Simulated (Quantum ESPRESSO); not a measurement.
**Collinear magnetic orders of Cu (Copper) with Quantum ESPRESSO**

A self-consistent run ends on one state, which hangs on the start. Several orders of Cu (Copper) are started in Quantum ESPRESSO and their energies compared.

Method: PBEsol; plane waves with GBRV 1.5 PBEsol potentials, no spin-orbit coupling, in Quantum ESPRESSO 7.5.

Most raw output is cut from this account.

## Step 1: Set-up

The structure is cubic, space group Fm-3m (No. 225). Conventional cell: a = 3.615 Å, b = 3.615 Å, c = 3.615 Å, α = 90.00°, β = 90.00°, γ = 90.00°. Nearest to Cu lie 12 Cu at 2.56 Å.

The cell comes from the Crystallography Open Database.

## Step 2: Run 1 (ferro +)

The signs are those of the starting moments on the seeded atoms, the atoms that are given a moment.

pw.in

```
&CONTROL
  calculation = 'scf'
  prefix = 'pwscf'
  outdir = './tmp'
  pseudo_dir = './pseudo'
  disk_io = 'nowf'
/
&SYSTEM
  ibrav = 0
  nat = 1
  ntyp = 1
  ecutwfc = 40
  ecutrho = 280
  nbnd = 16
  occupations = 'smearing'
  smearing = 'fd'
  degauss = 0.00734986
  nspin = 2
  starting_magnetization(1) = 0.0263
/
&ELECTRONS
  conv_thr = 2d-09
  electron_maxstep = 150
  mixing_beta = 0.3
/
ATOMIC_SPECIES
Cu     63.5460 cu_pbesol_v1.2.uspp.F.UPF
CELL_PARAMETERS angstrom
   0.0000000000    1.8075000000    1.8075000000
   1.8075000000    0.0000000000    1.8075000000
   1.8075000000    1.8075000000    0.0000000000
ATOMIC_POSITIONS crystal
Cu      0.0000000000    0.0000000000    0.0000000000
K_POINTS automatic
12 12 12 0 0 0
```

Run with:

```sh
$ OMP_NUM_THREADS=1 mpirun -n 4 pw.x -nk 4 -in pw.in > pw.out
```

The job ended after 2.9 s (4 MPI ranks of Arm Neoverse V2, shared host; peak memory 0.22 GiB; 11 s of CPU time).

The spin moment in the atom's sphere vanishes on all atoms.

Read from the output:

| Property | Result |
| --- | --- |
| smearing term TS | 0.01215 eV |
| magnetization | 0 μB |
| absolute magnetization | 0 μB |
| final state | non-magnetic |

## Step 3: Run 2, typed as antiferro q=(0,0,1/2) +−

This order needs a doubled cell of 2 atoms. The wavevector q is in fractions of the reciprocal vectors of the crystal's primitive cell, as the cells of these inputs are built from it; moments change sign between cells as cos(2π q·R).

pw.in

```
&CONTROL
  calculation = 'scf'
  prefix = 'pwscf'
  outdir = './tmp'
  pseudo_dir = './pseudo'
  disk_io = 'nowf'
/
&SYSTEM
  ibrav = 0
  nat = 2
  ntyp = 2
  ecutwfc = 40
  ecutrho = 280
  nbnd = 26
  occupations = 'smearing'
  smearing = 'fd'
  degauss = 0.00734986
  nspin = 2
  starting_magnetization(1) = 0.0263
  starting_magnetization(2) = -0.0263
/
&ELECTRONS
  conv_thr = 4d-09
  electron_maxstep = 150
  mixing_beta = 0.3
/
ATOMIC_SPECIES
Cu1    63.5460 cu_pbesol_v1.2.uspp.F.UPF
Cu2    63.5460 cu_pbesol_v1.2.uspp.F.UPF
CELL_PARAMETERS angstrom
   0.0000000000    1.8075000000    1.8075000000
   1.8075000000    0.0000000000    1.8075000000
   3.6150000000    3.6150000000    0.0000000000
ATOMIC_POSITIONS crystal
Cu1     0.0000000000    0.0000000000    0.0000000000
Cu2     0.0000000000    0.0000000000    0.5000000000
K_POINTS automatic
12 12 6 0 0 0
```

Elapsed: 15 s, on 4 MPI ranks; peak memory 0.31 GiB.

The spin moment in the atom's sphere vanishes on all atoms.

Read from the output:

```
smearing term TS       : 0.02429 eV
magnetization          : 0 μB
absolute magnetization : 0 μB
final state            : non-magnetic
```

## Step 4: Run 3, typed as antiferro q=(0,1/2,1/2) +−

The cell is doubled to 2 atoms to hold this order.

Changes to pw.in since step 3:

```diff
@@ -31,8 +31,8 @@
    0.0000000000    1.8075000000    1.8075000000
-   1.8075000000    0.0000000000    1.8075000000
-   3.6150000000    3.6150000000    0.0000000000
+   3.6150000000    0.0000000000    3.6150000000
+   3.6150000000    1.8075000000    1.8075000000
 ATOMIC_POSITIONS crystal
 Cu1     0.0000000000    0.0000000000    0.0000000000
-Cu2     0.0000000000    0.0000000000    0.5000000000
+Cu2     0.0000000000    0.5000000000    0.0000000000
 K_POINTS automatic
-12 12 6 0 0 0
+12 6 12 0 0 0
```

The job ended after 23 s (4 MPI ranks; peak memory 0.34 GiB).

The spin moment in the atom's sphere vanishes on all atoms.

Numbers from this step:

```yaml
smearing_term_ts: 0.02429 eV
magnetization: 0 μB
absolute_magnetization: 0 μB
final_state: non-magnetic
```

## Step 5: Start 4: no spin polarisation

pw.in

```
&CONTROL
  calculation = 'scf'
  prefix = 'pwscf'
  outdir = './tmp'
  pseudo_dir = './pseudo'
  disk_io = 'nowf'
/
&SYSTEM
  ibrav = 0
  nat = 1
  ntyp = 1
  ecutwfc = 40
  ecutrho = 280
  nbnd = 15
  occupations = 'smearing'
  smearing = 'fd'
  degauss = 0.00734986
/
&ELECTRONS
  conv_thr = 2d-09
  electron_maxstep = 150
  mixing_beta = 0.3
/
ATOMIC_SPECIES
Cu     63.5460 cu_pbesol_v1.2.uspp.F.UPF
CELL_PARAMETERS angstrom
   0.0000000000    1.8075000000    1.8075000000
   1.8075000000    0.0000000000    1.8075000000
   1.8075000000    1.8075000000    0.0000000000
ATOMIC_POSITIONS crystal
Cu      0.0000000000    0.0000000000    0.0000000000
K_POINTS automatic
12 12 12 0 0 0
```

The job ended after 1.9 s (4 MPI ranks; peak memory 0.05 GiB; 7.3 s of CPU time).

Read from the output:

```
smearing term TS : 0.01215 eV
final state      : non-magnetic (no spin polarisation)
```

## Step 6: The states side by side

An order is kept where moments of 0.15 μB or more survive with the typed signs; meshes match where a doubled cell samples the same k points as the first cell.

Orders:

```tsv
start	final state	typed order kept	energy over the lowest (meV a seeded atom)	largest site moment (μB)	net moment (μB a cell of the first run)	mesh matched	CPU time (s)
ferro +	non-magnetic	no	0.02317	0	0	yes	11.25
antiferro q=(0,0,1/2) +-	non-magnetic	no	0.02299	0	0	yes	58.05
antiferro q=(0,1/2,1/2) +-	non-magnetic	no	0.02312	0	0	yes	92.76
no spin polarisation	non-magnetic	-	0	0	0	yes	7.34
```

## Step 7: Results

| Property | Result |
| --- | --- |
| lowest state found | non-magnetic (from ferro +, antiferro q=(0,0,1/2) +-, antiferro q=(0,1/2,1/2) +- and no spin polarisation) |
| largest site moment | 0 μB |

**Reading.** The lowest state carries no moment, and no start kept one. This is the lowest of 4 collinear or spinless starts, no proof of the ground state. Energies are free energies at an electronic temperature of 1160 K, which lowers moments and differences where the moments are itinerant.

[Logs and program files are shortened in this print: banners, set-up blocks, solver, clock and traceback lines can be left out without a mark of their own.]

[Logs are printed without paths, hosts, clocks, repeated set-up lines and the standing remarks that a program may print on its own settings, such as how far it seeks lower states.]

[Hosts, paths, dates, database ids (printed as entryN), source tags and the programs' standing remarks are cut or masked in the printed files.]

[Where a cell is said to come from a database of computed structures, the database is the Materials Project.]
